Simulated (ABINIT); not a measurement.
**SrTiO3 (Tausonite): G0W0 with ABINIT, start to end**

How does a plane-wave GW calculation on SrTiO3 (Tausonite) run from the first input to the gap?

Calculated with ABINIT 10.8.3; PBE and many-body steps on it, plane waves.

**What was measured.**

- Gap 3.77 eV: direct gap (M0 critical point); spectroscopic ellipsometry, second-derivative fit; 300 K; bulk crystal (commercial single crystal) (“Optical probe of ferroelectric order in bulk and thin film perovskite titanates”, 2013, arxiv:1309.1245).

### Step 1. Starting point

The structure is cubic, space group Pm-3m (No. 221). Conventional cell: a = 3.905 Å, b = 3.905 Å, c = 3.905 Å, α = 90.00°, β = 90.00°, γ = 90.00°. Sr has 12 O at 2.76 Å nearest. Ti has 6 O at 1.95 Å nearest. O has 2 Ti at 1.95 Å and 4 Sr at 2.76 Å nearest. Farther neighbours and most contacts between anions are not listed.

The cell and positions come from the Crystallography Open Database and are kept as given unless a step says otherwise.

### Step 2. Ground state

This step: ABINIT 10.8.3; DFT, PBE, plane waves, norm-conserving pseudopotentials.

The ground-state density comes first.

run.abi reads:

```
acell 3*1.0 Angstrom
rprim 
  3.905280000000 0.000000000000 0.000000000000
  0.000000000000 3.905280000000 0.000000000000
  0.000000000000 0.000000000000 3.905280000000
ntypat 3
znucl 38 22 8
natom 5
typat 1 2 3 3 3
xred 
  0.500000000000 0.500000000000 0.500000000000
  0.000000000000 0.000000000000 0.000000000000
  0.500000000000 0.000000000000 0.000000000000
  0.000000000000 0.500000000000 0.000000000000
  0.000000000000 0.000000000000 0.500000000000
pp_dirpath "pseudos"
pseudos "Sr.upf, Ti.upf, O.upf"
ecut 38
ngkpt 6 6 6
nshiftk 1
shiftk 0 0 0
kptopt 1
chksymbreak 0
nband 26
occopt 1
tolvrs 1e-10
nstep 60
prtwf 0
indata_prefix "in"
outdata_prefix "out"
tmpdata_prefix "tmp"
```

On the command line:

```console
$ OMP_NUM_THREADS=1 mpirun -n 4 abinit run.abi > log
```

Numbers of over 12 decimals in the logs are rounded to 6 here.

Output:

```text
.Version 10.8.3 of ABINIT. v10.8.2 released Aug 2026.

 Symmetries : space group Pm -3 m (#221); Bravais cP (primitive cubic)
================================================================================
 Values of the parameters that define the memory need of the present run
     intxc =       0    ionmov =       0      iscf =       7    lmnmax =       6
     lnmax =       6     mgfft =      45  mpssoang =       3    mqgrid =    3001
     natom =       5  nloc_mem =       1    nspden =       1   nspinor =       1
    nsppol =       1      nsym =      48    n1xccc =    2501    ntypat =       3
    occopt =       1   xclevel =       2
-    mband =          26        mffmem =           1         mkmem =           5
       mpw =        4525          nfft =       91125          nkpt =          20
================================================================================
  Rough estimation (10% accuracy) of disk space for files :
================================================================================

--------------------------------------------------------------------------------
------------- Echo of variables that govern the present computation ------------
--------------------------------------------------------------------------------
 -outvars: echo values of preprocessed input variables --------
            acell      1.8897261259E+00  1.8897261259E+00  1.8897261259E+00 Bohr

      chksymbreak           0
             ecut      3.80000000E+01 Hartree
-          fftalg         312

              ixc     -101130
              kpt      0.00000000E+00  0.00000000E+00  0.00000000E+00
                       1.66666667E-01  0.00000000E+00  0.00000000E+00
                       3.33333333E-01  0.00000000E+00  0.00000000E+00
                       5.00000000E-01  0.00000000E+00  0.00000000E+00
                       1.66666667E-01  1.66666667E-01  0.00000000E+00
                       3.33333333E-01  1.66666667E-01  0.00000000E+00
                       5.00000000E-01  1.66666667E-01  0.00000000E+00
                       3.33333333E-01  3.33333333E-01  0.00000000E+00
                       5.00000000E-01  3.33333333E-01  0.00000000E+00
   [... 9 further rows ...]
                       5.00000000E-01  5.00000000E-01  3.33333333E-01
                       5.00000000E-01  5.00000000E-01  5.00000000E-01
         kptrlatt        6    0    0      0    6    0      0    0    6
          kptrlen      4.42794579E+01
P           mkmem           5
            natom           5
            nband          26
            ngfft          45      45      45
             nkpt          20
            nstep          60
             nsym          48
           ntypat           3
              occ      2.000000  2.000000  2.000000  2.000000  2.000000  2.000000
                       2.000000  2.000000  2.000000  2.000000  2.000000  2.000000
                       2.000000  2.000000  2.000000  2.000000  2.000000  2.000000
                       2.000000  2.000000  0.000000  0.000000  0.000000  0.000000
                       0.000000  0.000000
            prtwf           0
            rprim      3.9052800000E+00  0.0000000000E+00  0.0000000000E+00
[...]
spgroup         221

           tolvrs      1.00000000E-10

             xred      5.0000000000E-01  5.0000000000E-01  5.0000000000E-01
[...]
znucl       38.00000   22.00000    8.00000

================================================================================

 chkinp: Checking input parameters for consistency.

================================================================================
== DATASET  1 ==================================================================
-   mpi_nproc: 4, omp_nthreads: 1 (-1 if OMP is not activated)

--- !DatasetInfo
iteration_state: {dtset: 1, }
dimensions: {natom: 5, nkpt: 20, mband: 26, nsppol: 1, nspinor: 1, nspden: 1, mpw: 4525, }
cutoff_energies: {ecut:  38.0, pawecutdg:  -1.0, }
electrons: {nelect:   4.00000000E+01, charge:   0.00000000E+00, occopt:   1.00000000E+00, tsmear:   1.00000000E-02, }

 Real(R)+Recip(G) space primitive vectors, cartesian coordinates (Bohr,Bohr^-1):
 R(1)=  7.3799096  0.0000000  0.0000000  G(1)=  0.1355030  0.0000000  0.0000000
 R(2)=  0.0000000  7.3799096  0.0000000  G(2)=  0.0000000  0.1355030  0.0000000
 R(3)=  0.0000000  0.0000000  7.3799096  G(3)=  0.0000000  0.0000000  0.1355030
 Unit cell volume ucvol=  4.0193251E+02 bohr^3
 Angles (23,13,12)=  9.00000000E+01  9.00000000E+01  9.00000000E+01 degrees

 getcut: wavevector=  0.0000  0.0000  0.0000  ngfft=  45  45  45
         ecut(hartree)=     38.000   => boxcut(ratio)=   2.14855

--- Pseudopotential description ------------------------------------------------
- Sr Generated using ONCVPSP code by D. R. Hamann
- 38.00000  10.00000  171031                  znucl, zion, pspdat
12 -101130 2 -1 1834                          pspcod,pspxc,lmax,lloc,mmax
     nproj     2     2     2
  pspatm : epsatm=   12.84204793
         --- l  ekb(1:nproj) -->
[...]
pspatm: atomic psp has been read  and splines computed

- Ti Generated using ONCVPSP code by D. R. Hamann
- 22.00000  12.00000  171031                  znucl, zion, pspdat
12 -101130 2 -1 1586                          pspcod,pspxc,lmax,lloc,mmax
[...]
ETOT  6  -143.53667094116    -1.177E-02 2.378E-03 2.084E+01
 ETOT  7  -143.54052405821    -3.853E-03 9.859E-03 1.503E+00
 ETOT  8  -143.54082156406    -2.975E-04 1.867E-03 1.093E-01
 ETOT  9  -143.54084400344    -2.244E-05 4.528E-03 3.528E-04
 ETOT 10  -143.54084405617    -5.273E-08 1.489E-03 1.322E-04
 ETOT 11  -143.54084407869    -2.251E-08 1.326E-03 4.309E-06
 ETOT 12  -143.54084407962    -9.340E-10 9.459E-04 1.902E-09
 ETOT 13  -143.54084407962    -2.785E-12 1.805E-03 8.134E-10
 ETOT 14  -143.54084407963    -5.002E-12 1.226E-03 2.542E-12

 At SCF step   14       vres2   =  2.54E-12 < tolvrs=  1.00E-10 =>converged.

 Cartesian components of stress tensor (hartree/bohr^3)
  sigma(1 1)= -1.16965023E-04  sigma(3 2)=  0.00000000E+00
  sigma(2 2)= -1.16965023E-04  sigma(3 1)=  0.00000000E+00
  sigma(3 3)= -1.16965023E-04  sigma(2 1)=  0.00000000E+00

--- !ResultsGS
iteration_state: {dtset: 1, }
comment   : Summary of ground state results
lattice_vectors:
- [  7.3799096,   0.0000000,   0.0000000, ]
- [  0.0000000,   7.3799096,   0.0000000, ]
- [  0.0000000,   0.0000000,   7.3799096, ]
lattice_lengths: [   7.37991,    7.37991,    7.37991, ]
lattice_angles: [ 90.000,  90.000,  90.000, ] # degrees, (23, 13, 12)
lattice_volume:   4.0193251E+02
convergence: {deltae: -5.002E-12, res2:  2.542E-12, residm:  1.226E-03, diffor: null, }
etotal    :  -1.43540844E+02
entropy   :   0.00000000E+00
fermie    :   2.54497182E-01
cartesian_stress_tensor: # hartree/bohr^3
- [ -1.16965023E-04,   0.00000000E+00,   0.00000000E+00, ]
- [  0.00000000E+00,  -1.16965023E-04,   0.00000000E+00, ]
- [  0.00000000E+00,   0.00000000E+00,  -1.16965023E-04, ]
pressure_GPa:   3.4412E+00
xred      :
- [  5.0000E-01,   5.0000E-01,   5.0000E-01, Sr]
- [  0.0000E+00,   0.0000E+00,   0.0000E+00, Ti]
- [  5.0000E-01,   0.0000E+00,   0.0000E+00,  O]
- [  0.0000E+00,   5.0000E-01,   0.0000E+00,  O]
- [  0.0000E+00,   0.0000E+00,   5.0000E-01,  O]
cartesian_forces: # hartree/bohr
- [ -0.00000000E+00,  -0.00000000E+00,  -0.00000000E+00, ]
- [ -0.00000000E+00,  -0.00000000E+00,  -0.00000000E+00, ]
- [ -0.00000000E+00,  -0.00000000E+00,  -0.00000000E+00, ]
- [ -0.00000000E+00,  -0.00000000E+00,  -0.00000000E+00, ]
- [ -0.00000000E+00,  -0.00000000E+00,  -0.00000000E+00, ]
force_length_stats: {min:   0.00000000E+00, max:   0.00000000E+00, mean:   0.00000000E+00, }

 Integrated electronic density in atomic spheres:
 ------------------------------------------------
 Atom  Sphere_radius  Integrated_density
[...]
================================================================================

 ----iterations are completed or convergence reached----

 Mean square residual over all n,k,spin=   83.496E-07; max=  12.261E-04
 reduced coordinates (array xred) for    5 atoms
       0.500000000000      0.500000000000      0.500000000000
       0.000000000000      0.000000000000      0.000000000000
       0.500000000000      0.000000000000      0.000000000000
       0.000000000000      0.500000000000      0.000000000000
       0.000000000000      0.000000000000      0.500000000000
 rms dE/dt=  0.0000E+00; max dE/dt=  0.0000E+00; dE/dt below (all hartree)
    1       0.000000000000      0.000000000000      0.000000000000
    2       0.000000000000      0.000000000000      0.000000000000
    3       0.000000000000      0.000000000000      0.000000000000
    4       0.000000000000      0.000000000000      0.000000000000
    5       0.000000000000      0.000000000000      0.000000000000

 cartesian coordinates (angstrom) at end:
    1      1.952640     1.952640     1.952640
    2      0.000000     0.000000     0.000000
    3      1.952640     0.000000     0.000000
    4      0.000000     1.952640     0.000000
    5      0.000000     0.000000     1.952640

 cartesian forces (hartree/bohr) at end:
[...]
frms,max,avg= 0.0000000E+00 0.0000000E+00   0.000E+00  0.000E+00  0.000E+00 h/b

 cartesian forces (eV/Angstrom) at end:
    1     -0.000000    -0.000000    -0.000000
    2     -0.000000    -0.000000    -0.000000
    3     -0.000000    -0.000000    -0.000000
    4     -0.000000    -0.000000    -0.000000
    5     -0.000000    -0.000000    -0.000000
 frms,max,avg= 0.0000000E+00 0.0000000E+00   0.000E+00  0.000E+00  0.000E+00 e/A
 length scales=  1.889726125908  1.889726125908  1.889726125908 bohr
              =  1.000000000000  1.000000000000  1.000000000000 angstroms
 prteigrs : about to open file out_EIG
 Fermi (or HOMO) energy (hartree) =   0.25450   Average Vxc (hartree)=  -0.42036
 Eigenvalues (hartree) for nkpt=  20  k points:
 kpt#   1, nband= 26, wtk=  0.00463, kpt=  0.0000  0.0000  0.0000 (reduced coord)
  -1.81815   -0.94790   -0.94625   -0.94625   -0.94625   -0.38343   -0.34734   -0.34734
  -0.28601   -0.28601   -0.28601    0.15118    0.15118    0.15118    0.21165    0.21165
   0.21165    0.24145    0.24145    0.24145    0.32460    0.32460    0.32460    0.41575
   0.41576    0.45510
 prteigrs : prtvol=0 or 1, do not print more k-points.

--- !EnergyTerms
iteration_state     : {dtset: 1, }
comment             : Components of total free energy in Hartree
kinetic             :  6.54542980228912E+01
hartree             :  3.02029718585673E+01
xc                  : -2.97726453297862E+01
Ewald energy        : -1.06245779347251E+02
psp_core            :  4.58881612978461E+00
local_psp           : -1.06039726698925E+02
non_local_psp       : -1.72877871490931E+00
total_energy        : -1.43540844079629E+02
total_energy_eV     : -3.90594535032491E+03
band_energy         : -1.20259377884534E+01

 Cartesian components of stress tensor (hartree/bohr^3)
  sigma(1 1)= -1.16965023E-04  sigma(3 2)=  0.00000000E+00
  sigma(2 2)= -1.16965023E-04  sigma(3 1)=  0.00000000E+00
  sigma(3 3)= -1.16965023E-04  sigma(2 1)=  0.00000000E+00

-Cartesian components of stress tensor (GPa)         [Pressure=  3.4412E+00 GPa]
- sigma(1 1)= -3.44122979E+00  sigma(3 2)=  0.00000000E+00
- sigma(2 2)= -3.44122979E+00  sigma(3 1)=  0.00000000E+00
- sigma(3 3)= -3.44122979E+00  sigma(2 1)=  0.00000000E+00

== END DATASET(S) ==============================================================
================================================================================

 -outvars: echo values of variables after computation  --------
           etotal     -1.4354084408E+02
            nband          26
             nkpt          20
          spgroup         221
 [... the other variables as echoed above ...]

 Calculation completed.
```

Run time: 41 s. Hardware: 4 MPI ranks of Arm Neoverse V1, shared host; peak memory 0.34 GiB; 2.7 min of CPU time.

This step gave:

| Quantity | Value |
| --- | --- |
| total energy | -3905.9454 eV |
| gap | 1.908 eV |
| k of the valence top | 0.5, 0.5, 0.5 |
| k of the conduction bottom | 0, 0, 0 |
| least direct gap | 2.263 eV |
| pressure | 3.441 GPa |

The gap is indirect, with the least direct gap 0.36 eV higher.

The cutoff was set for levels, not for stress, so the pressure can be off by some GPa.

### Step 3. Empty states on the mesh, 4×4×4 mesh, 124 bands

The sums over transitions need many empty states on a uniform mesh; this step solves for them.

Edit run.abi of step 2 so:

```diff
@@ -18,3 +18,3 @@
 ecut 38
-ngkpt 6 6 6
+ngkpt 4 4 4
 nshiftk 1
@@ -23,7 +23,10 @@
 chksymbreak 0
-nband 26
+irdden 1
+istwfk *1
+nband 124
+prtvol 0
+optdriver 6
+gwr_task "HDIAGO"
+paral_kgb 0
 occopt 1
-tolvrs 1e-10
-nstep 60
-prtwf 0
 indata_prefix "in"
```

Output:

```text
[banner, memory and clock lines left out]
.Version 10.8.3 of ABINIT. v10.8.2 released Aug 2026.

 Symmetries : space group Pm -3 m (#221); Bravais cP (primitive cubic)
[... echo of the input left out ...]
== DATASET  1 ==================================================================
-   mpi_nproc: 4, omp_nthreads: 1 (-1 if OMP is not activated)

--- !DatasetInfo
iteration_state: {dtset: 1, }
dimensions: {natom: 5, nkpt: 10, mband: 124, nsppol: 1, nspinor: 1, nspden: 1, mpw: 4632, }
cutoff_energies: {ecut:  38.0, pawecutdg:  -1.0, }
electrons: {nelect:   4.00000000E+01, charge:   0.00000000E+00, occopt:   1.00000000E+00, tsmear:   1.00000000E-02, }

.Using double precision arithmetic; gwpc =  8

- Reading GS density from: in_DEN

--- Pseudopotential description ------------------------------------------------
- Sr Generated using ONCVPSP code by D. R. Hamann
- 38.00000  10.00000  171031                  znucl, zion, pspdat
12 -101130 2 -1 1834                          pspcod,pspxc,lmax,lloc,mmax
     nproj     2     2     2
  pspatm : epsatm=   12.84204793
         --- l  ekb(1:nproj) -->
             0    9.951127    1.027824
             1    7.382610    1.665143
             2    4.168853    0.950057
 pspatm: atomic psp has been read  and splines computed

- Ti Generated using ONCVPSP code by D. R. Hamann
- 22.00000  12.00000  171031                  znucl, zion, pspdat
12 -101130 2 -1 1586                          pspcod,pspxc,lmax,lloc,mmax
     nproj     2     2     2
  pspatm : epsatm=   14.68144553
         --- l  ekb(1:nproj) -->
[...]
pspatm: atomic psp has been read  and splines computed

- O Generated using ONCVPSP code by D. R. Hamann
-  8.00000   6.00000  171031                  znucl, zion, pspdat
12 -101130 2 -1 936                           pspcod,pspxc,lmax,lloc,mmax
     nproj     2     2     1
  pspatm : epsatm=    6.19545534
         --- l  ekb(1:nproj) -->
             0    6.056735    0.824024
             1   -4.717130   -1.149271
             2   -1.331955
 pspatm: atomic psp has been read  and splines computed

   1.84439438E+03                                ecore*ucvol(ha*bohr**3)

 Total charge density [el/Bohr^3]
)     Maximum=    1.3479E+00  at reduced coord.    0.0000    0.0000    0.9111
)     Minimum=    5.0390E-03  at reduced coord.    0.4889    0.4889    0.0000
   Integrated=    4.0000E+01

 === KS gaps after direct diagonalization ===
 Indirect band gap semiconductor
 Fundamental gap:     1.908 (eV)
   VBM:     6.925 (eV) at k: [ 5.0000E-01,  5.0000E-01,  5.0000E-01]
   CBM:     8.833 (eV) at k: [ 0.0000E+00,  0.0000E+00,  0.0000E+00]
 Direct gap:         2.263 (eV) at k: [ 0.0000E+00,  0.0000E+00,  0.0000E+00]

== END DATASET(S) ==============================================================

 -outvars: echo values of variables after computation  --------
           etotal      0.0000000000E+00
            nband         124
             nkpt          10
          spgroup         221
 [... the other variables as echoed above ...]

 Calculation completed.
```

Wall time 3.5 min (4 MPI ranks); peak memory 4.6 GiB.

This step gave:

- gap: 1.908 eV
- k of the valence top: 0.5, 0.5, 0.5
- k of the conduction bottom: 0, 0, 0
- least direct gap: 2.263 eV
- k points computed: 10
- lowest point of the top converged band, above the valence top: 67.7974 eV

On this mesh the gap is 1.908 eV.

### Step 4. Screening, 4×4×4 mesh, 116 bands, screening to 136.1 eV

The RPA dielectric matrix is built and inverted for each q.

This step: RPA screening on PBE, plane waves, norm-conserving pseudopotentials.

Edit run.abi of step 3 so:

```diff
@@ -23,10 +23,11 @@
 chksymbreak 0
-irdden 1
 istwfk *1
-nband 124
-prtvol 0
-optdriver 6
-gwr_task "HDIAGO"
-paral_kgb 0
 occopt 1
+irdwfk 1
+optdriver 3
+nband 116
+ecuteps 5
+inclvkb 2
+awtr 1
+symchi 1
 indata_prefix "in"
```

Output:

```text
.Version 10.8.3 of ABINIT. v10.8.2 released Aug 2026.

 Symmetries : space group Pm -3 m (#221); Bravais cP (primitive cubic)
[... echo of the input left out ...]
== DATASET  1 ==================================================================
-   mpi_nproc: 4, omp_nthreads: 1 (-1 if OMP is not activated)

--- !DatasetInfo
iteration_state: {dtset: 1, }
dimensions: {natom: 5, nkpt: 10, mband: 116, nsppol: 1, nspinor: 1, nspden: 1, mpw: 4632, }
cutoff_energies: {ecut:  38.0, pawecutdg:  -1.0, }
electrons: {nelect:   4.00000000E+01, charge:   0.00000000E+00, occopt:   1.00000000E+00, tsmear:   1.00000000E-02, }

 SCREENING: Calculation of the susceptibility and dielectric matrices

 Based on a program developped by R.W. Godby, V. Olevano, G. Onida, and L. Reining.
 Incorporated in ABINIT by V. Olevano, G.-M. Rignanese, and M. Torrent.
.Using double precision arithmetic ; gwpc =  8

[... cell and pseudopotentials left out ...]
--------------------------------------------------------------------------------

 ==== K-mesh for the wavefunctions ====
 Number of points in the irreducible wedge :    10
[... list of points left out ...]
 Together with 48 symmetry operations and time-reversal symmetry
 yields    64 points in the full Brillouin Zone.

 ==== Q-mesh for the screening function ====
 Number of points in the irreducible wedge :    10
[... list of points left out ...]
 Together with 48 symmetry operations and time-reversal symmetry
 yields    64 points in the full Brillouin Zone.

 setmesh: FFT mesh size selected  =    27x   27x   27
          total number of points  =        19683

 vcoul_init : cutoff-mode = AUXILIARY_FUNCTION
 q-points for optical limit:   1
     1)      0.000010    0.000020    0.000030

- screening: taking advantage of time-reversal symmetry
- Maximum band index for partially occupied states nbvw = 20
- Remaining bands to be divided among processors   nbcw = 96
- Number of bands treated by each node ~24

 Number of electrons calculated from density =   40.0000; Expected =   40.0000
 average of density, n =  0.099519
 r_s =    1.3387
 omega_plasma =   30.4305 [eV]

 calculating chi0 at frequencies [eV] :
  1    0.000000E+00    0.000000E+00
  2    0.000000E+00    3.043050E+01

--------------------------------------------------------------------------------
  q-point number  1        q = ( 0.000000, 0.000000, 0.000000) [r.l.u.]
--------------------------------------------------------------------------------
[... chi0 elements left out ...]
 For q-point:  0.000010 0.000020 0.000030
  dielectric constant =   6.4093
  dielectric constant without local fields =   6.7680

  Average fulfillment of the sum rule on Im[epsilon] for q-point    1 :     62.67  [%]
[... wings left out ...]
  q-point number  2        q = ( 0.250000, 0.000000, 0.000000) [r.l.u.]
--------------------------------------------------------------------------------
[... chi0 elements left out ...]
  Average fulfillment of the sum rule on Im[epsilon] for q-point    2 :     74.19  [%]

 [... 8 further q-points ...]
```

It took 68 s on 4 MPI ranks; peak memory 1.1 GiB.

Numbers from this step:

```
ε∞ with local fields, on this mesh, along the program's q direction : 6.409
the same without local fields                                       : 6.768
plasma frequency                                                    : 30.43 eV
plane waves in the screening matrix                                 : 203
```

Local fields lower ε∞ by 5 %. On a Γ-centred mesh this coarse the value itself is usually too large, while a short band sum pulls it down.

(Part 1 of 2 ends here.)

[Paths, hosts, dates, memory and timing lines, banners, echoed tables and standing remarks are left out of the program output.]

[Logs are printed without paths, hosts, clocks, repeated set-up lines and the standing remarks that a program may print on its own settings, such as how far it seeks lower states.]

[Runs of the session that timed out or met a known fault of the program may be left out.]

[Hosts, paths, dates, database ids (printed as entryN), source tags and the programs' standing remarks are cut or masked in the printed files.]

[G0W0 gaps are taken among the corrected bands and points alone; a level outside them can change the order at an edge.]

[Where Ansatz stands beside ABINIT at settings called matched, ABINIT's density can come from a denser mesh and the files from another edition; pairs whose starting gaps differed by over 0.03 eV were left out, so agreement reads better than it is.]
